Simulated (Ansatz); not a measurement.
# Sensitivity of the G0W0 gap of SiO2 (P6_322)

Aim: change settings of a G0W0 run on SiO2 (P6_322) and see what moves.

Main program and level: Ansatz 0.2.0; G0W0 on LDA, plane waves, PAW; PAW set soft_1.

## (1) The structure

The structure is hexagonal, space group P6_322 (No. 182). Conventional cell: a = 5.069 Å, b = 5.069 Å, c = 8.558 Å, α = 90.00°, β = 90.00°, γ = 120.00°. Nearest to Si lie 4 O at 1.60 to 1.61 Å. O has 2 Si at 1.61 Å nearest. Nearest to O lie 2 Si at 1.60 Å. Farther neighbours and most contacts between anions are not listed.

As a file:

```cif
data_structure
_symmetry_space_group_name_H-M 'P6_322'
_symmetry_Int_Tables_number 182
_cell_length_a 5.0691
_cell_length_b 5.0691
_cell_length_c 8.5585
_cell_angle_alpha 90.000
_cell_angle_beta 90.000
_cell_angle_gamma 120.000
_cell_volume 190.45
loop_
_atom_site_label
_atom_site_type_symbol
_atom_site_symmetry_multiplicity
_atom_site_Wyckoff_symbol
_atom_site_fract_x
_atom_site_fract_y
_atom_site_fract_z
_atom_site_occupancy
Si1 Si 4 f 0.66667 0.33333 0.93713 1
O1 O 6 g 0.00000 0.42126 0.00000 1
O2 O 2 c 0.66667 0.33333 0.75000 1
```

The cell and positions are those that the Materials Project relaxed with its own functionals (PBE, PBE+U or r2SCAN), kept fixed.

## (2) The base run: 6×6×2 mesh, 432 empty bands, screening to 100 eV, PAW set soft_1 files

Now the one-shot GW correction: screening in the RPA, then the self-energy of the levels asked for. This step takes PAW set soft_1 files.

input.yaml reads:

```yaml
crystal:
  lattice:
    - [5.0690738885, 0.0, 0.0]
    - [-2.5345369442, 4.3899467611, 0.0]
    - [0.0, 0.0, 8.55848854]
  atoms:
    - { symbol: Si, position: [0.66666667, 0.33333333, 0.9371258] }
    - { symbol: Si, position: [0.66666667, 0.33333333, 0.5628742] }
    - { symbol: Si, position: [0.33333333, 0.66666667, 0.0628742] }
    - { symbol: Si, position: [0.33333333, 0.66666667, 0.4371258] }
    - { symbol: O, position: [0.0, 0.42125874, 0.0] }
    - { symbol: O, position: [0.42125874, 0.42125874, 0.5] }
    - { symbol: O, position: [0.57874126, 0.0, 0.5] }
    - { symbol: O, position: [0.57874126, 0.57874126, 0.0] }
    - { symbol: O, position: [0.0, 0.57874126, 0.5] }
    - { symbol: O, position: [0.66666667, 0.33333333, 0.75] }
    - { symbol: O, position: [0.33333333, 0.66666667, 0.25] }
    - { symbol: O, position: [0.42125874, 0.0, 0.0] }
kpoints:
  mp_grid: { grid: [6, 6, 2] }
hamiltonian:
  xc: lda
  pseudopotentials: { kind: paw, azcp: { folder: soft_1 }, xc_functional: pbe }
scf:
  occupations: { method: fixed }
gw:
  n_empty_bands: 432
  ecut_chi: 100
  qp_bands: [v4, c4]
  qp_kpoints: band_edges
  screening: { model: contour_deformation }
```

The run is started by

```console
ansatz run input.yaml --threads 2 --pin off --max-ram 92160MiB --backend cuda --events-out ev --progress --plain --runs-dir out --devices 1 --max-vram 13GiB
```

Numbers of over 12 decimals in the logs are rounded to 6 here.

The program printed:

```text
GPUs: using 1 of 1 available (devices: 1).
Engine: ansatz 0.2.0, x86_64-unknown-linux-gnu
Pseudopotentials: kind: paw
Pseudopotential: Si, paw, valence charge 4, recommended cutoff 420 eV (normal), soft_1/Si.paw.azcp
Pseudopotential: O, paw, valence charge 6, recommended cutoff 420 eV (normal), soft_1/O.paw.azcp
Functional definition: SPW92
  exchange = slater_x
  correlation = pw_c
device memory: the entry about to start is reckoned to put 2.0 GiB on a device that reports 56.2 GiB free (of which the cap on the GPU budget leaves the run 13.0 GiB)
GPU FFT provider: cuFFT
GPU libraries: cuBLAS 13.8.2, cuFFT 12.4.0, cuSOLVER 12.3.4
Crystal: 12 atoms, lattice volume = 190.452 Å³
Basis set: ecut = 420 eV, 3755 PW (Γ)
Bands: 44, of which v1, the nominal top of the filled ones, is band 32 counted from 1 (31 counted from 0)
Symmetry: 12 space group operations
Space group: P6322 (ITA 182), of the structure as read, at distance tolerance 5.8e-5 Å
k-points: 14 of 72
Non-local potential: Si, projectors of the file, l = 0: 2, l = 1: 2, l = 2: 1
Non-local potential: O, projectors of the file, l = 0: 2, l = 1: 2, l = 2: 1
PAW form: soft (Blöchl's): semilocal exchange-correlation on the pseudo side does not see the compensation charge
PAW frozen core: Si, regenerated for the run's functional, and the local potential with it (the file was generated under x = pbe(κ = 0.804, μ = 0.219515), c = pbe(β = 0.066725))
PAW frozen core: O, regenerated for the run's functional, and the local potential with it (the file was generated under x = pbe(κ = 0.804, μ = 0.219515), c = pbe(β = 0.066725))
PAW one-centre angular grid: Si, 110 points (default); XC on 64 Gauss nodes
PAW one-centre angular grid: O, 110 points (default); XC on 64 Gauss nodes
Initial density: superposition of atomic densities (chi_scale 0.1, normalization cell, long waves kept (reshape's long-wave potential 0.01 eV rms))
Initial wavefunctions: pseudopotential atomic-orbital guess
GPU buffer pool allocated for 77760 grid points (all kernels)
GPU transforms: local potential and band sums: pruned to the plane-wave sphere, on 36×36×60
Functional: x = slater, c = lda
SCF iter   1: F=—  HF=-6897.588210 eV  |F-HF|=—  |Δ(HF+E_count)|=         —  Δρ=1.15e-1  dr2=2.28e1  ethr=3.10e-3  ⟨swp⟩=4.9  Hψ=2472  notcnv=0  defer=121
preconditioner: auto → Resta (q_TF=auto, 2.275 Å⁻¹)  ε∞=2.5  [insulator: Δε(μ)=7.275 eV  Ē_g=17.842 eV  n_scr=36 (ndim 8)  ℏωp=21.5 eV  f_vac=0.184  ε∞_Penn≈2.5]
SCF iter   2: F=—  HF=-6891.077030 eV  |F-HF|=—  |Δ(HF+E_count)|=    6.51e0  Δρ=4.00e-2  dr2=1.23e0  ethr=3.10e-3  ⟨swp⟩=3.9  Hψ=1673  notcnv=0  defer=126
SCF iter   3: F=—  HF=-6890.795155 eV  |F-HF|=—  |Δ(HF+E_count)|=   2.82e-1  Δρ=1.80e-2  dr2=3.79e-1  ethr=1.91e-3  ⟨swp⟩=2.8  Hψ=830  notcnv=0  defer=136
[...]
NSCF: frozen V_eff on 14 k-points
G₀W₀ screening: q 1/14
[... further progress lines ...]
SCF converged after 9 iterations
Free energy (F): -6890.711345 eV
Harris-Foulkes:  -6890.711345 eV  (|F-HF|=2.07e-8)
Internal energy: -6890.711345 eV  (E = F + TS)
E sigma→0 (E₀):  -6890.711345 eV
Fermi energy:    0.248345 eV
--- Per-component energies (eV) ---
  E_band       = -426.595248
  E_kinetic    = 1547.051635
  E_local      = -4951.797787  (includes V_loc(G=0)·N_el)
  E_nonlocal   = 529.131622
  E_hartree    = 1873.212486
  E_xc         = -789.203336
  E_vxc        = -919.349732  (∫ρ·V_xc dr)
  E_paw        = -3165.682092  (= ΣΔE_a)
  E_vpaw       = -378.060421  (= ΣTr[D̂ρ^β])
  E_aug_tail   = 0.006858  (compensation charges beyond the density's cutoff)
  E_ewald      = -1934.543426
  E_core_change = 1.112695  (= ΣΔE_core)
  E_smearing   = -0.000000  (= −TS)
  E_closure    = 0.000000  (closes the sum)
  Σ components = -6890.711345   (vs F -6890.711345, Δ=0.00e0)
--- Band table (eV; the first three rows and the last of 14) ---
  k-point 0: bands = [... 28 lower, -0.4299, -0.3819, 0.2314, 0.2314, 5.6608, 7.9413, 8.3151, 8.9010, ... 8 higher]
  k-point 1: bands = [... 28 lower, -0.3616, -0.3616, 0.0666, 0.0666, 6.4454, 6.4454, 9.2834, 9.2834, ... 8 higher]
  k-point 2: bands = [... 28 lower, -0.4262, -0.3228, 0.0914, 0.2220, 6.0164, 8.2992, 8.4367, 8.9804, ... 8 higher]
  k-point 13: bands = [... 28 lower, -0.4403, -0.4403, -0.2932, -0.2932, 8.7051, 8.7051, 8.8904, 8.8904, ... 8 higher]
--- G₀W₀: contour deformation, 5 samples at zero and on the imaginary axis and 2 off it, 72 q-points, 432 empty bands' worth ---
  eigenvalues of the whole cell's RPA ε∞ on this k-mesh (on a slab, of 1 + 4πα/V) = 2.1030, 2.1030, 2.1161; static W/v taken at q = 0 is 0.473931
  bands read: the sum over 464 bands ends inside a degenerate multiplet in 2 slots, whose members it reads at an even weight; the widest, k=0: bands 464 to 465 (counted from 1) at 1/2 each
  gw.qp_kpoints: band_edges: 14 of 14 stored k-points solved, in 1 pass; an edge of the gap read off the rows below is read off those points alone
    ik  band        ε_KS         Σx   Σc(E_QP)       V_xc       Z   E_QP_lin       E_QP  E_QP is
     0    29     -0.4299   -26.2481     4.1906   -20.3700  0.8068    -2.1429    -2.1174  root
     0    30     -0.3819   -26.3217     4.1962   -20.4469  0.8069    -2.0856    -2.0605  root
     0    31      0.2314   -26.8413     4.1658   -21.0998  0.8081    -1.3650    -1.3441  root
     0    32      0.2314   -26.8413     4.1658   -21.0998  0.8081    -1.3650    -1.3441  root
     0    33      5.6608    -5.6090    -2.9507    -9.9533  0.8810     7.0645     7.0544  root
     0    34      7.9413    -7.9877    -3.6010   -13.5140  0.8614     9.8903     9.8665  root
     0    35      8.3151    -4.6300    -2.6719    -8.7073  0.8785     9.7323     9.7205  root
     0    36      8.9010    -6.1533    -3.8120   -11.9806  0.8644    10.9429    10.9162  root
[...]
13    33      8.7051    -8.7305    -3.8112   -14.6969  0.8540    10.8923    10.8603  root
    13    34      8.7051    -8.7305    -3.8112   -14.6969  0.8540    10.8923    10.8603  root
    13    35      8.8904    -4.1503    -2.7515    -8.2987  0.8794    10.2991    10.2872  root
    13    36      8.8904    -4.1503    -2.7515    -8.2987  0.8794    10.2991    10.2872  root
```

Wall time 60 s (1 × NVIDIA H100 80GB HBM3 (shared by 6 runs) with 2 threads of AMD EPYC 7R13 (Zen 3), shared host); peak memory 2 GiB; 86 s of CPU time.

The column dr2 measures how far the density is from self-consistency, as an energy; F and HF (Harris–Foulkes) agree once it is small.

This step gave:

* bands summed: 464
* RPA ε∞ on this mesh (eigenvalues): 2.103, 2.103, 2.116
* plane waves in the screening matrix: 403
* q-points in the mesh: 72
* G0W0 gap on the mesh: 8.377 eV
* k of the valence top: 0, -0.5, 0
* k of the conduction bottom: 0, 0, 0
* starting gap on the mesh: 5.412 eV
* Z at the valence top: 0.8081
* Z at the conduction bottom: 0.8810
* least direct G0W0 gap on the computed points: 8.399 eV

The gap on the mesh goes from 5.41 eV to 8.38 eV, a correction of +2.96 eV. Between the two edge states, bare exchange in place of the xc potential would open the gap by 10.08 eV, and correlation takes back 7.12 eV.

## (3) Variant: potentials

Other atomic data (norm-conserving) test the pseudisation: the cutoff goes from 420 to 1142.88 eV, with the same valence electrons.

This step: G0W0 on LDA, plane waves, norm-conserving pseudopotentials.

input.yaml: that of step 2 with these lines changed.

```diff
@@ -22,3 +22,3 @@
   xc: lda
-  pseudopotentials: { kind: paw, azcp: { folder: soft_1 }, xc_functional: pbe }
+  pseudopotentials: { kind: nc }
 scf:
```

The program printed:

```text
GPUs: using 1 of 1 available (devices: 1).
[...]
GPU FFT provider: cuFFT
GPU libraries: cuBLAS 13.8.2, cuFFT 12.4.0, cuSOLVER 12.3.4
Crystal: 12 atoms, lattice volume = 190.452 Å³
Basis set: ecut = 1142.878222 eV, 16691 PW (Γ)
Bands: 44, of which v1, the nominal top of the filled ones, is band 32 counted from 1 (31 counted from 0)
Symmetry: 12 space group operations
[...]
k-points: 14 of 72
[...]
GPU buffer pool allocated for 345600 grid points (all kernels)
[...]
SCF iter   1: F=—  HF=-4082.795214 eV  |F-HF|=—  |Δ(HF+E_count)|=         —  Δρ=1.22e-1  dr2=2.48e1  ethr=3.10e-3  ⟨swp⟩=4.7  Hψ=2594  notcnv=0  defer=127
[...]
SCF iter   9: F=-4074.685936 eV  HF=-4074.685936 eV  |F-HF|=5.11e-8  |Δ(HF+E_count)|=   7.17e-7  Δρ=3.17e-6  dr2=1.80e-8  ethr=1.56e-10  ⟨swp⟩=15.9  Hψ=3596  notcnv=0
SCF 1 converged in 9 iterations: F = -4074.685936 eV  dr2 = 1.80e-8
[...]
0    29     -0.4199   -26.3232     4.1951   -20.4217  0.8071    -2.1522    -2.1262  root
     0    30     -0.3731   -26.3991     4.2011   -20.4997  0.8071    -2.0968    -2.0712  root
     0    31      0.2349   -26.9223     4.1717   -21.1516  0.8083    -1.3856    -1.3641  root
     0    32      0.2349   -26.9223     4.1717   -21.1516  0.8083    -1.3856    -1.3641  root
     0    33      5.7076    -5.6308    -2.9438    -9.9753  0.8813     7.1185     7.1083  root
     0    34      7.9813    -8.0588    -3.5999   -13.5961  0.8616     9.9427     9.9188  root
     0    35      8.3369    -4.6325    -2.6659    -8.7076  0.8790     9.7578     9.7460  root
     0    36      8.9196    -6.1762    -3.8097   -12.0142  0.8650    10.9748    10.9479  root
[...]
13    33      8.7334    -8.7753    -3.8075   -14.7482  0.8544    10.9310    10.8988  root
    13    34      8.7334    -8.7753    -3.8075   -14.7482  0.8544    10.9310    10.8988  root
    13    35      8.9122    -4.1550    -2.7470    -8.3051  0.8799    10.3272    10.3153  root
    13    36      8.9122    -4.1550    -2.7470    -8.3051  0.8799    10.3272    10.3153  root
[key lines of the parts left out:]
SCF converged after 9 iterations
Free energy (F): -4074.685936 eV
Fermi energy:    0.251379 eV
```

Wall time 94 s (1 × NVIDIA H100 80GB HBM3 (shared by 6 runs) with 2 threads); peak memory 3.7 GiB.

The G0W0 gap on the mesh is 8.451 eV.

Against the base:

```
setting            base          variant
  files  PAW set soft_1  norm-conserving
```

```
                                    quantity  variant   base
                    starting gap on the mesh    5.456  5.412
                        G0W0 gap on the mesh    8.451  8.377
least direct G0W0 gap on the computed points    8.472  8.399
                        Z at the valence top    0.808  0.808
                  Z at the conduction bottom    0.881  0.881
```

## (4) Variant: potentials

This step: G0W0 on LDA, plane waves, PAW.

input.yaml: that of step 3 with these lines changed.

```diff
@@ -22,3 +22,3 @@
   xc: lda
-  pseudopotentials: { kind: nc }
+  pseudopotentials: { kind: paw, source: ansatz }
 scf:
```

The program printed:

```text
GPUs: using 1 of 1 available (devices: 1).
[...]
GPU FFT provider: cuFFT
GPU libraries: cuBLAS 13.8.2, cuFFT 12.4.0, cuSOLVER 12.3.4
Crystal: 12 atoms, lattice volume = 190.452 Å³
Basis set: ecut = 930 eV, 12307 PW (Γ)
Bands: 44, of which v1, the nominal top of the filled ones, is band 32 counted from 1 (31 counted from 0)
Symmetry: 12 space group operations
[...]
k-points: 14 of 72
[...]
GPU buffer pool allocated for 345600 grid points (all kernels)
[...]
SCF iter   1: F=—  HF=-6897.714549 eV  |F-HF|=—  |Δ(HF+E_count)|=         —  Δρ=1.17e-1  dr2=2.32e1  ethr=3.10e-3  ⟨swp⟩=6.0  Hψ=2880  notcnv=0  defer=132
[...]
SCF iter   9: F=-6890.466442 eV  HF=-6890.466442 eV  |F-HF|=1.79e-8  |Δ(HF+E_count)|=   6.13e-7  Δρ=2.02e-6  dr2=6.67e-9  ethr=1.56e-10  ⟨swp⟩=18.1  Hψ=3681  notcnv=0
SCF 1 converged in 9 iterations: F = -6890.466442 eV  dr2 = 6.67e-9
[...]
0    29     -0.4166   -26.2487     4.1783   -20.3659  0.8069    -2.1470    -2.1210  root
     0    30     -0.3683   -26.3236     4.1839   -20.4435  0.8069    -2.0900    -2.0644  root
     0    31      0.2479   -26.8415     4.1531   -21.0948  0.8082    -1.3671    -1.3457  root
     0    32      0.2479   -26.8415     4.1531   -21.0948  0.8082    -1.3671    -1.3457  root
     0    33      5.6791    -5.6035    -2.9502    -9.9462  0.8810     7.0816     7.0716  root
     0    34      7.9595    -7.9744    -3.6053   -13.4988  0.8614     9.9022     9.8787  root
     0    35      8.3319    -4.6201    -2.6747    -8.6973  0.8786     9.7461     9.7344  root
     0    36      8.9080    -6.0553    -3.8299   -11.9120  0.8642    10.9618    10.9348  root
[...]
13    33      8.7195    -8.6894    -3.8215   -14.6618  0.8539    10.9023    10.8704  root
    13    34      8.7195    -8.6894    -3.8215   -14.6618  0.8539    10.9023    10.8704  root
    13    35      8.9054    -4.1272    -2.7562    -8.2823  0.8795    10.3162    10.3043  root
    13    36      8.9054    -4.1272    -2.7562    -8.2823  0.8795    10.3162    10.3043  root
[key lines of the parts left out:]
SCF converged after 9 iterations
Free energy (F): -6890.466442 eV
Fermi energy:    0.264730 eV
```

Run time: 78 s. Hardware: 1 × NVIDIA H100 80GB HBM3 (shared by 6 runs) with 2 threads; peak memory 3.2 GiB; 1.9 min of CPU time.

The G0W0 gap on the mesh is 8.396 eV.

Against the base:

```csv
setting,base,variant
files,PAW set soft_1,hard PAW
```

| quantity | variant | base |
| --- | --- | --- |
| starting gap on the mesh | 5.414 | 5.412 |
| G0W0 gap on the mesh | 8.396 | 8.377 |
| least direct G0W0 gap on the computed points | 8.417 | 8.399 |
| Z at the valence top | 0.808 | 0.808 |
| Z at the conduction bottom | 0.881 | 0.881 |

## (5) Variant: frequency model

A plasmon pole stands in for the full frequency dependence of the screening; this run shows what that costs in accuracy.

This step: G0W0 on LDA, plane waves, PAW; PAW set soft_1.

input.yaml: that of step 4 with these lines changed.

```diff
@@ -22,3 +22,3 @@
   xc: lda
-  pseudopotentials: { kind: paw, source: ansatz }
+  pseudopotentials: { kind: paw, azcp: { folder: soft_1 }, xc_functional: pbe }
 scf:
@@ -30,2 +30,2 @@
   qp_kpoints: band_edges
-  screening: { model: contour_deformation }
+  screening: { model: godby_needs }
```

The program printed:

```text
GPUs: using 1 of 1 available (devices: 1).
[...]
GPU FFT provider: cuFFT
GPU libraries: cuBLAS 13.8.2, cuFFT 12.4.0, cuSOLVER 12.3.4
Crystal: 12 atoms, lattice volume = 190.452 Å³
Basis set: ecut = 420 eV, 3755 PW (Γ)
Bands: 44, of which v1, the nominal top of the filled ones, is band 32 counted from 1 (31 counted from 0)
Symmetry: 12 space group operations
[...]
k-points: 14 of 72
[...]
GPU buffer pool allocated for 77760 grid points (all kernels)
[...]
SCF iter   1: F=—  HF=-6897.588210 eV  |F-HF|=—  |Δ(HF+E_count)|=         —  Δρ=1.15e-1  dr2=2.28e1  ethr=3.10e-3  ⟨swp⟩=4.9  Hψ=2472  notcnv=0  defer=121
[...]
SCF iter   9: F=-6890.711345 eV  HF=-6890.711345 eV  |F-HF|=2.07e-8  |Δ(HF+E_count)|=   2.27e-7  Δρ=7.71e-6  dr2=7.75e-8  ethr=1.56e-10  ⟨swp⟩=13.6  Hψ=3825  notcnv=0
SCF 1 converged in 9 iterations: F = -6890.711345 eV  dr2 = 7.75e-8
[...]
0    29     -0.4299   -26.2481     4.2189   -20.3700  0.8141    -2.1061    -2.0891  root
     0    30     -0.3819   -26.3217     4.2256   -20.4469  0.8140    -2.0479    -2.0312  root
     0    31      0.2314   -26.8413     4.2038   -21.0998  0.8139    -1.3199    -1.3062  root
     0    32      0.2314   -26.8413     4.2038   -21.0998  0.8139    -1.3199    -1.3062  root
     0    33      5.6608    -5.6090    -2.9385    -9.9533  0.8837     7.0742     7.0665  root
     0    34      7.9413    -7.9877    -3.5719   -13.5140  0.8652     9.9129     9.8957  root
     0    35      8.3151    -4.6300    -2.6526    -8.7073  0.8835     9.7482     9.7398  root
     0    36      8.9010    -6.1533    -3.7721   -11.9806  0.8686    10.9757    10.9562  root
[...]
13    33      8.7051    -8.7305    -3.7718   -14.6969  0.8585    10.9224    10.8997  root
    13    34      8.7051    -8.7305    -3.7718   -14.6969  0.8585    10.9224    10.8997  root
    13    35      8.8904    -4.1503    -2.7304    -8.2987  0.8846    10.3167    10.3083  root
    13    36      8.8904    -4.1503    -2.7304    -8.2987  0.8846    10.3167    10.3083  root
[key lines of the parts left out:]
SCF converged after 9 iterations
Free energy (F): -6890.711345 eV
Fermi energy:    0.248345 eV
```

Elapsed: 95 s, on 1 × NVIDIA H100 80GB HBM3 (shared by 6 runs) with 2 threads; peak memory 3.7 GiB; 2.5 min of CPU time.

The G0W0 gap on the mesh is 8.351 eV.

Against the base:

| setting | base | variant |
| --- | --- | --- |
| frequency model | contour deformation | plasmon pole |

```
                                    quantity  variant   base
                    starting gap on the mesh    5.412  5.412
                        G0W0 gap on the mesh    8.351  8.377
least direct G0W0 gap on the computed points    8.373  8.399
                        Z at the valence top    0.814  0.808
                  Z at the conduction bottom    0.884  0.881
```

## (6) Outcome

| Item | Value |
| --- | --- |
| base | 8.38 eV, 60 s |
| potentials | 8.45 eV, 94 s |
| potentials | 8.40 eV, 78 s |
| frequency model | 8.35 eV, 95 s |

**Reading.** Potentials: the gap moves by +0.07 eV (the plane-wave cutoff goes from 420 to 1142.88 eV). Potentials: the gap moves by +0.02 eV (the plane-wave cutoff goes from 420 to 930 eV). Frequency model: the gap moves by −0.03 eV. All runs here use a coarse mesh and modest cutoffs; they test settings and are not final values.

[Paths, hosts, dates, memory and timing lines, banners, echoed tables and standing remarks are left out of the program output.]

[Logs are printed without paths, hosts, clocks, repeated set-up lines and the standing remarks that a program may print on its own settings, such as how far it seeks lower states.]

[Runs of the session that timed out or met a known fault of the program may be left out.]

[Cells called generated may have been cut or substituted from an entry of the Crystallography Open Database or the Materials Project.]

[Hosts, paths, dates, database ids (printed as entryN), source tags and the programs' standing remarks are cut or masked in the printed files.]
